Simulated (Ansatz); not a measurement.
# Na3TeF (model cell, started as antiperovskite): relaxing the cell for a phonon run

Task: relax Na3TeF (model cell, started as antiperovskite) tightly.

Method: DFT PBEsol, scalar-relativistic, plane waves, PAW; PAW set soft_1, in Ansatz 0.2.0.

The structure was built from a prototype and need not be the compound's stable phase.

## (1) The starting structure

It takes space group Pm-3m (No. 221, cubic). Conventional cell: a = 4.794 Å, b = 4.794 Å, c = 4.794 Å, α = 90.00°, β = 90.00°, γ = 90.00°. Te has 12 Na at 3.39 Å nearest. Nearest to F lie 6 Na at 2.40 Å. Na has 2 F at 2.40 Å and 4 Te at 3.39 Å and 8 Na at 3.39 Å nearest. Farther neighbours and most contacts between anions are not listed.

As a file:

```cif
data_structure
_symmetry_space_group_name_H-M 'Pm-3m'
_symmetry_Int_Tables_number 221
_cell_length_a 4.7940
_cell_length_b 4.7940
_cell_length_c 4.7940
_cell_angle_alpha 90.000
_cell_angle_beta 90.000
_cell_angle_gamma 90.000
_cell_volume 110.18
loop_
_atom_site_label
_atom_site_type_symbol
_atom_site_symmetry_multiplicity
_atom_site_Wyckoff_symbol
_atom_site_fract_x
_atom_site_fract_y
_atom_site_fract_z
_atom_site_occupancy
Te1 Te 1 a 0.00000 0.00000 0.00000 1
F1 F 1 b 0.50000 0.50000 0.50000 1
Na1 Na 3 c 0.50000 0.50000 0.00000 1
```

## (2) Probe on a coarse mesh

First a cheap look: the gap decides the mesh and the occupations, the pressure tells how far the cell has to move.

input.yaml reads:

```yaml
crystal:
  lattice:
    - [4.794, 0.0, 0.0]
    - [0.0, 4.794, 0.0]
    - [0.0, 0.0, 4.794]
  atoms:
    - { symbol: Te, position: [0.0, 0.0, 0.0] }
    - { symbol: F, position: [0.5, 0.5, 0.5] }
    - { symbol: Na, position: [0.5, 0.5, 0.0] }
    - { symbol: Na, position: [0.5, 0.0, 0.5] }
    - { symbol: Na, position: [0.0, 0.5, 0.5] }
kpoints:
  mp_grid: { grid: [4, 4, 4] }
hamiltonian:
  xc: pbesol
  pseudopotentials: { kind: paw, azcp: { folder: soft_1 }, xc_functional: pbe }
scf:
  occupations: { method: gaussian, width: 0.1 }
output:
  forces: true
  stress: true
  eigenvalues: true
```

The run is started by

```
> ansatz run input.yaml --threads 4 --pin off --max-ram 16384MiB --backend cpu --events-out ev --progress --plain --runs-dir out
```

Numbers of over 12 decimals in the logs are rounded to 6 here.

The log of the run:

```text
Engine: ansatz 0.2.0, aarch64-unknown-linux-gnu
Pseudopotentials: kind: paw
Pseudopotential: Te, paw, valence charge 16, recommended cutoff 420 eV (normal), soft_1/Te.paw.azcp
Pseudopotential: F, paw, valence charge 7, recommended cutoff 420 eV (normal), soft_1/F.paw.azcp
Pseudopotential: Na, paw, valence charge 9, recommended cutoff 420 eV (normal), soft_1/Na.paw.azcp
Functional definition: PBEsol
[...]
P = ⅓ Tr σ = -2.0894 GPa (-20.894 kbar)
--- Band table (eV; the first three rows and the last of 10) ---
  k-point 0: bands = [... 21 lower, -0.1754, 3.8356, 3.8356, 3.8356, 5.9461, 8.1600, 8.1600, 12.2101]
  k-point 1: bands = [... 21 lower, -0.1650, 2.7171, 3.8707, 3.8707, 6.8686, 8.4403, 9.5149, 10.8688]
  k-point 2: bands = [... 21 lower, -0.1543, 2.0055, 3.9076, 3.9076, 7.6131, 8.8212, 9.7914, 10.2301]
  k-point 9: bands = [... 21 lower, -0.3353, 2.7227, 2.7227, 2.7227, 8.1507, 8.1507, 8.1507, 10.1650]
[key lines of the parts left out:]
SCF converged after 11 iterations
Free energy (F): -12134.944152 eV
Fermi energy:    5.021180 eV
```

The job ended after 1 s (4 threads of Arm Neoverse V1, shared host; peak memory 0.37 GiB).

A gap read on the k-mesh alone can miss the band edges.

This step gave:

- pressure: -2.089 GPa
- gap on the k-mesh: 1.856 eV
- volume per atom: 22.04 Å³
- direct gap on mesh: 2.110 eV

The coarse mesh shows a gap of 1.86 eV and a pressure of -2.1 GPa.

## (3) Relaxation

The cell and atoms are relaxed, since residual forces and stress would shift the frequencies.

input.yaml, the sections that differ from step 2:

```yaml
kpoints:
  mp_grid: { grid: [6, 6, 6] }
scf:
  occupations: { method: gaussian, width: 0.02 }
output:
  forces: true
  stress: true
  eigenvalues: true
  write_density: true
  write_potential: true
  elf: true
  volumetric_format: npy
relax:
  adjacent_minimum: "off"
  f_tol: 0.005
  max_steps: 80
  cell: { stress_tol: 0.05 }
# crystal, hamiltonian: as in step 2
```

The log of the run:

```text
[...]
Crystal: 5 atoms, lattice volume = 110.178 Å³
Basis set: ecut = 420 eV, 2109 PW (Γ), exchange–correlation on 72×72×72 points (8 copies of the dense FFT grid, shifted against one another)
Bands: 30, of which v1, the nominal top of the filled ones, is band 25 counted from 1 (24 counted from 0)
Symmetry: 48 space group operations
[...]
k-points: 20 of 216
[...]
SCF iter   1: F=—  HF=-12149.008289 eV  |F-HF|=—  |Δ(HF+E_count)|=         —  Δρ=2.95e-1  dr2=1.03e2  ethr=3.10e-3  ⟨swp⟩=8.6  Hψ=3195  notcnv=0
[...]
SCF iter  11: F=-12134.958435 eV  HF=-12134.958435 eV  |F-HF|=2.09e-8  |Δ(HF+E_count)|=   3.52e-8  Δρ=4.99e-6  dr2=3.50e-8  ethr=2.00e-10  ⟨swp⟩=17.6  Hψ=4943  notcnv=0
SCF 1 converged in 11 iterations: F = -12134.958435 eV  dr2 = 3.50e-8
[...]
relax step   1: F+E_penalty+E_count = -12134.95843528 eV  Δ(F+E_penalty+E_count) = +0.000e0 eV  max|allowed force component| = 3.003e-29 eV/Å  Δτ_max = 0.0000 Å  P = -2.121 GPa  Ω = 110.178 Å³  (11 SCF iters, dr2 threshold 1.00e-7 eV, accepted)
Crystal: 5 atoms, lattice volume = 104.948 Å³
Basis set: ecut = 420 eV, 2103 PW (Γ), exchange–correlation on 72×72×72 points (8 copies of the dense FFT grid, shifted against one another)
[...]
iter 1 solved again at ethr=5.52e-5 eV; its pass at ethr=3.10e-3 eV (dr2=2.76e-2 eV) is discarded
[...]
SCF iter   6: F=-12135.011203 eV  HF=-12135.011203 eV  |F-HF|=1.16e-8  |Δ(HF+E_count)|=   1.65e-6  Δρ=1.38e-5  dr2=2.25e-7  ethr=1.00e-9  ⟨swp⟩=12.5  Hψ=5034  notcnv=0
SCF 2 converged in 6 iterations: F = -12135.011203 eV  dr2 = 2.25e-7
relax step   2: F+E_penalty+E_count = -12135.01120315 eV  Δ(F+E_penalty+E_count) = -5.277e-2 eV  max|allowed force component| = 7.336e-30 eV/Å  Δτ_max = 0.0000 Å  P = -0.905 GPa  Ω = 104.948 Å³  energy of the carried Pulay correction = +2.530e-3 eV  (6 SCF iters, dr2 threshold 5.00e-7 eV, accepted)
Crystal: 5 atoms, lattice volume = 101.363 Å³
Basis set: ecut = 420 eV, 1935 PW (Γ), exchange–correlation on 72×72×72 points (8 copies of the dense FFT grid, shifted against one another)
[...]
SCF iter   6: F=-12135.022002 eV  HF=-12135.022002 eV  |F-HF|=2.22e-8  |Δ(HF+E_count)|=   2.15e-6  Δρ=1.16e-5  dr2=1.48e-7  ethr=1.00e-9  ⟨swp⟩=9.8  Hψ=4840  notcnv=0
SCF 3 converged in 6 iterations: F = -12135.022002 eV  dr2 = 1.48e-7
[...]
relax step   3: F+E_penalty+E_count = -12135.02200207 eV  Δ(F+E_penalty+E_count) = -1.080e-2 eV  max|allowed force component| = 1.745e-28 eV/Å  Δτ_max = 0.0000 Å  P = +0.133 GPa  Ω = 101.363 Å³  energy of the carried Pulay correction = +4.336e-3 eV  (6 SCF iters, dr2 threshold 5.00e-7 eV, accepted)
[...]
relax step   4: F+E_penalty+E_count = -12135.02194930 eV  Δ(F+E_penalty+E_count) = +5.277e-5 eV  max|allowed force component| = 1.681e-29 eV/Å  Δτ_max = 0.0000 Å  P = -0.006 GPa  Ω = 101.808 Å³  energy of the carried Pulay correction = +4.109e-3 eV  (6 SCF iters, dr2 threshold 4.39e-8 eV, accepted)
[...]
relax step   5: F+E_penalty+E_count = -12135.01932233 eV  Δ(F+E_penalty+E_count) = +2.627e-3 eV  max|allowed force component| = 1.168e-29 eV/Å  Δτ_max = 0.0000 Å  P = -0.060 GPa  Ω = 101.808 Å³  stress off target by 5.96e-2 GPa  SCF on the basis re-selected at this cell (its energy is not comparable with the rows above)  (7 SCF iters)
[...]
relax step   6: F+E_penalty+E_count = -12135.01945262 eV  Δ(F+E_penalty+E_count) = -1.303e-4 eV  max|allowed force component| = 9.664e-30 eV/Å  Δτ_max = 0.0000 Å  P = -0.001 GPa  Ω = 101.621 Å³  energy of the carried Pulay correction = +9.482e-5 eV  (5 SCF iters, dr2 threshold 8.88e-9 eV, accepted)
[...]
SCF iter   1: F=—  HF=-12135.020066 eV  |F-HF|=—  |Δ(HF+E_count)|=         —  Δρ=3.02e-5  dr2=4.41e-7  ethr=9.39e-7  ⟨swp⟩=3.4  Hψ=4351  notcnv=0
eigensolver tolerance schedule: the retry pair's looser diagonalisation over-reported the residual by 1062.88 of it (diagonalisation noise at 0.47 of the residual, at the tolerance the schedule requests for it); recorded, not acted on — ethr = c·dr2/N_el stays at c = 1.0e-1
[...]
SCF iter   2: F=—  HF=-12135.019419 eV  |F-HF|=—  |Δ(HF+E_count)|=   6.48e-4  Δρ=2.88e-5  dr2=4.82e-7  ethr=8.82e-10  ⟨swp⟩=3.0  Hψ=1204  notcnv=0
[...]
SCF iter   6: F=-12135.019419 eV  HF=-12135.019419 eV  |F-HF|=0.00e0  |Δ(HF+E_count)|=  1.09e-10  Δρ=4.70e-8  dr2=2.14e-12  ethr=1.00e-12  ⟨swp⟩=7.0  Hψ=3310  notcnv=0
SCF 7 converged in 6 iterations: F = -12135.019419 eV  dr2 = 2.14e-12
relax step   7: F+E_penalty+E_count = -12135.01941875 eV  Δ(F+E_penalty+E_count) = +3.388e-5 eV  max|allowed force component| = 1.621e-29 eV/Å  Δτ_max = 0.0000 Å  P = -0.002 GPa  Ω = 101.621 Å³  stress off target by 2.16e-3 GPa  SCF on the basis re-selected at this cell (its energy is not comparable with the rows above)  (6 SCF iters)
[...]
SCF converged after 6 iterations
Free energy (F): -12135.019419 eV
[...]
Internal energy: -12135.019419 eV  (E = F + TS)
E sigma→0 (E₀):  -12135.019419 eV
Fermi energy:    5.867477 eV
[...]
--- Stress (GPa, compression-positive) ---
       -0.002163       0.000000       0.000000
        0.000000      -0.002163       0.000000
        0.000000       0.000000      -0.002163
  P = ⅓ Tr σ = -0.0022 GPa (-0.022 kbar)
--- Band table (eV; the first three rows and the last of 20) ---
  k-point 0: bands = [... 21 lower, 0.3336, 4.5083, 4.5083, 4.5083, 6.9617, 8.8804, 8.8804, 13.0747, ... 1 higher]
  k-point 1: bands = [... 21 lower, 0.3393, 3.7975, 4.5238, 4.5238, 7.5088, 9.0150, 9.6577, 12.2507, ... 1 higher]
  k-point 2: bands = [... 21 lower, 0.3511, 2.8679, 4.5560, 4.5560, 8.2191, 9.3386, 11.1014, 11.4294, ... 1 higher]
  k-point 19: bands = [... 21 lower, 0.1414, 3.2656, 3.2656, 3.2656, 8.9991, 8.9991, 8.9991, 11.2074, ... 1 higher]
--- Relaxed structure (5 steps of the walk, 5 accepted, 2 SCFs on fresh bases) ---
  F+E_penalty+E_count = -12135.01941875 eV   max|allowed force component| = 1.621e-29 eV/Å   (the final SCF, on the basis selected at the relaxed cell)
  cell:  # Å, volume = 101.6205 Å³
    - [4.666527, 0, 0]
    - [0, 4.666527, 0.0]
    - [0, 0.0, 4.666527]
  atoms:
    - { symbol: Te, position: [0, 0, 0] }
    - { symbol: F, position: [0.5, 0.5, 0.5] }
    - { symbol: Na, position: [0.5, 0.5, 0] }
    - { symbol: Na, position: [0.5, 0, 0.5] }
    - { symbol: Na, position: [0, 0.5, 0.5] }
```

Run time: 8.6 s. Hardware: 4 threads; peak memory 0.44 GiB.

The steps of the relaxation:

```
step  energy less that of the first step (eV)  largest force component (eV/Å)  pressure (GPa)  volume (Å³)
   1                                   0.0000                          0.0000           -2.12       110.18
   2                                  -0.0528                          0.0000           -0.91       104.95
   3                                  -0.0636                          0.0000            0.13       101.36
   4                                  -0.0635                          0.0000           -0.01       101.81
  5*                                  -0.0609                          0.0000           -0.06       101.81
   6                                  -0.0610                          0.0000            0.00       101.62
  7*                                  -0.0610                          0.0000            0.00       101.62
```

Relaxation steps marked * repeat the geometry before them on a plane-wave basis chosen anew for their cell, so energy and pressure can jump there.

The run keeps the 48 symmetry operations that it works with, so distortions that break them were not tested.

| conventional cell, symmetrised | before | after | change |
| --- | --- | --- | --- |
| a (Å) | 4.794 | 4.667 | -2.7 % |
| b (Å) | 4.794 | 4.667 | -2.7 % |
| c (Å) | 4.794 | 4.667 | -2.7 % |
| volume (Å³/atom) | 22.04 | 20.32 | -7.8 % |

Final coordinates:

```xyz
5
Lattice="4.6665 0.0000 0.0000 0.0000 4.6665 0.0000 0.0000 0.0000 4.6665" Properties=species:S:1:pos:R:3 pbc="T T T"
Te    0.0000    0.0000    0.0000
F     2.3333    2.3333    2.3333
Na    2.3333    2.3333    0.0000
Na    2.3333    0.0000    2.3333
Na    0.0000    2.3333    2.3333
```

This step gave:

* pressure: -0.002163 GPa
* gap on the k-mesh: 2.189 eV
* volume per atom: 20.32 Å³
* direct gap on mesh: 2.453 eV

Electrostatic potential energy in the ac plane at fractional y = 0.500, with atoms of F and Na within 0.2 Å of it. With pseudopotentials it is smooth inside the atoms' cores, unlike the true potential.

Ten even steps from '0' (-80 eV) to '9' (9 eV), each cell a mean:
```
99999620489999
99999866799999
99999999999999
99999999999999
78999998999998
25899865799974
02799744589960
04899754699962
67999977899986
99999999999999
99999999999999
99999987899999
99999742589999
99999600279999
```
Columns run along a (4.7 Å; values clipped at the 3rd and 97th percentile), rows up along c (4.7 Å). Atoms in or near the plane, at fractional coordinates: F at (0.50, 0.50), Na at (0.50, 0.00), Na at (0.00, 0.50).

Valence density in the ac plane at fractional y = 0.500, with atoms of F and Na within 0.2 Å of it. It is the smooth field of the valence electrons, not physical close to the nuclei.

Ten steps, logarithmic in the rise over the least value, from '0' (0 e/Å³) to '9' (20 e/Å³), each cell a mean:
```
00001489720000
00000245310000
00000011000000
00000011100000
32000234310012
86201467531037
98302588741159
97202478631148
53101245420024
10000122100001
00000000000000
00000123200000
00000378620000
00001599830000
```
Columns run along a (4.7 Å), rows up along c (4.7 Å). Atoms in or near the plane, at fractional coordinates: F at (0.50, 0.50), Na at (0.50, 0.00), Na at (0.00, 0.50).

ELF in the ac plane at fractional y = 0.500, with atoms of F and Na within 0.2 Å of it. It is the smooth field of the valence electrons, not physical close to the nuclei.

Ten even steps from '_' (0.01) to '@' (0.79), each cell a mean:
```
....____..****++**==______..
__________--++**++..________
______________..____________
__________::----::..________
++--____--##@@@@%%**..__..==
****::__++@@@@@@@@%%::__++**
--**==__**@@%%**@@@@--..**++
++**--__**@@@@%%@@@@--__++**
**++..__==%%@@@@@@##::__--**
..______..==****++--______..
____________________________
__________..--==::__________
..________++******--______..
....____..**++--**++______..
```
Columns run along a (4.7 Å), rows up along c (4.7 Å). Atoms in or near the plane, at fractional coordinates: F at (0.50, 0.50), Na at (0.50, 0.00), Na at (0.00, 0.50).

In this step the volume went from 22.04 to 20.32 Å³/atom.

## (4) Relaxing to small forces for the phonons

Phonons need a cell at rest on their own settings, so the relaxation is repeated with tight tolerances on forces and stress, using the mesh and the filling of the phonon run that follows.

input.yaml reads:

```yaml
crystal:
  lattice:
    - [4.6665272377, 0.0, 0.0]
    - [0.0, 4.6665272377, 0.0]
    - [0.0, 0.0, 4.6665272377]
  atoms:
    - { symbol: Te, position: [0.0, 0.0, 0.0] }
    - { symbol: F, position: [0.5, 0.5, 0.5] }
    - { symbol: Na, position: [0.5, 0.5, 0.0] }
    - { symbol: Na, position: [0.5, 0.0, 0.5] }
    - { symbol: Na, position: [0.0, 0.5, 0.5] }
kpoints:
  mp_grid: { grid: [8, 8, 8] }
hamiltonian:
  xc: pbesol
  pseudopotentials: { kind: paw, azcp: { folder: soft_1 }, xc_functional: pbe }
scf:
  occupations: { method: fixed }
output:
  forces: true
  stress: true
  eigenvalues: true
relax:
  adjacent_minimum: "off"
  f_tol: 0.001
  max_steps: 60
  cell: { stress_tol: 0.01 }
```

The log of the run:

```text
[...]
Crystal: 5 atoms, lattice volume = 101.621 Å³
Basis set: ecut = 420 eV, 1935 PW (Γ), exchange–correlation on 64×64×64 points (8 copies of the dense FFT grid, shifted against one another)
Bands: 30, of which v1, the nominal top of the filled ones, is band 25 counted from 1 (24 counted from 0)
[... 1 set-up line as in the run before ...]
[...]
k-points: 35 of 512
[...]
--- Relaxed structure (1 steps of the walk, 1 accepted, 1 SCFs on fresh bases) ---
[...]
cell:  # Å, volume = 101.6205 Å³
    - [4.6665272377, 0.0, 0.0]
    - [0.0, 4.6665272377, 0.0]
    - [0.0, 0.0, 4.6665272377]
  atoms:
    - { symbol: Te, position: [0.0, 0.0, 0.0] }
    - { symbol: F, position: [0.5, 0.5, 0.5] }
    - { symbol: Na, position: [0.5, 0.5, 0.0] }
    - { symbol: Na, position: [0.5, 0.0, 0.5] }
    - { symbol: Na, position: [0.0, 0.5, 0.5] }
[key lines of the parts left out:]
SCF converged after 9 iterations
Free energy (F): -12135.020382 eV
Fermi energy:    4.772030 eV
P = ⅓ Tr σ = -0.0048 GPa (-0.048 kbar)
```

It took 4 s on 4 threads; peak memory 0.43 GiB; 15 s of CPU time.

Little changed from the start: no atom moved by 0.005 Å and no cell edge by 0.1 %.

Numbers from this step:

```yaml
pressure: -0.004819 GPa
direct_gap_on_mesh: 2.454 eV
```

The forces vanish by symmetry and the pressure is -0.005 GPa, within the tolerances set. The cell now holds 20.32 Å³/atom.

## (5) Results

```
space group after relaxation (within 0.01 Å) : Pm-3m
lattice constant a                           : 4.667 Å
lattice constant b                           : 4.667 Å
lattice constant c                           : 4.667 Å
volume per atom                              : 20.3 Å³
gap on the k-mesh                            : 2.19 eV
```

The forces vanish by symmetry and the pressure is -0.005 GPa, within the tolerances set. The cell now holds 20.32 Å³/atom. The relaxation keeps the symmetry of its start, so it says nothing on stability against lower symmetry. Spin-orbit coupling is left out, which can matter for the heavy elements here. The PAW files were made for PBE and serve the other functionals too. The starting cell was built on a prototype and not taken from a measurement, so the phase need not exist.

[Logs are printed without paths, hosts, clocks, repeated set-up lines and the standing remarks that a program may print on its own settings, such as how far it seeks lower states.]

[Hosts, paths, dates, database ids (printed as entryN), source tags and the programs' standing remarks are cut or masked in the printed files.]
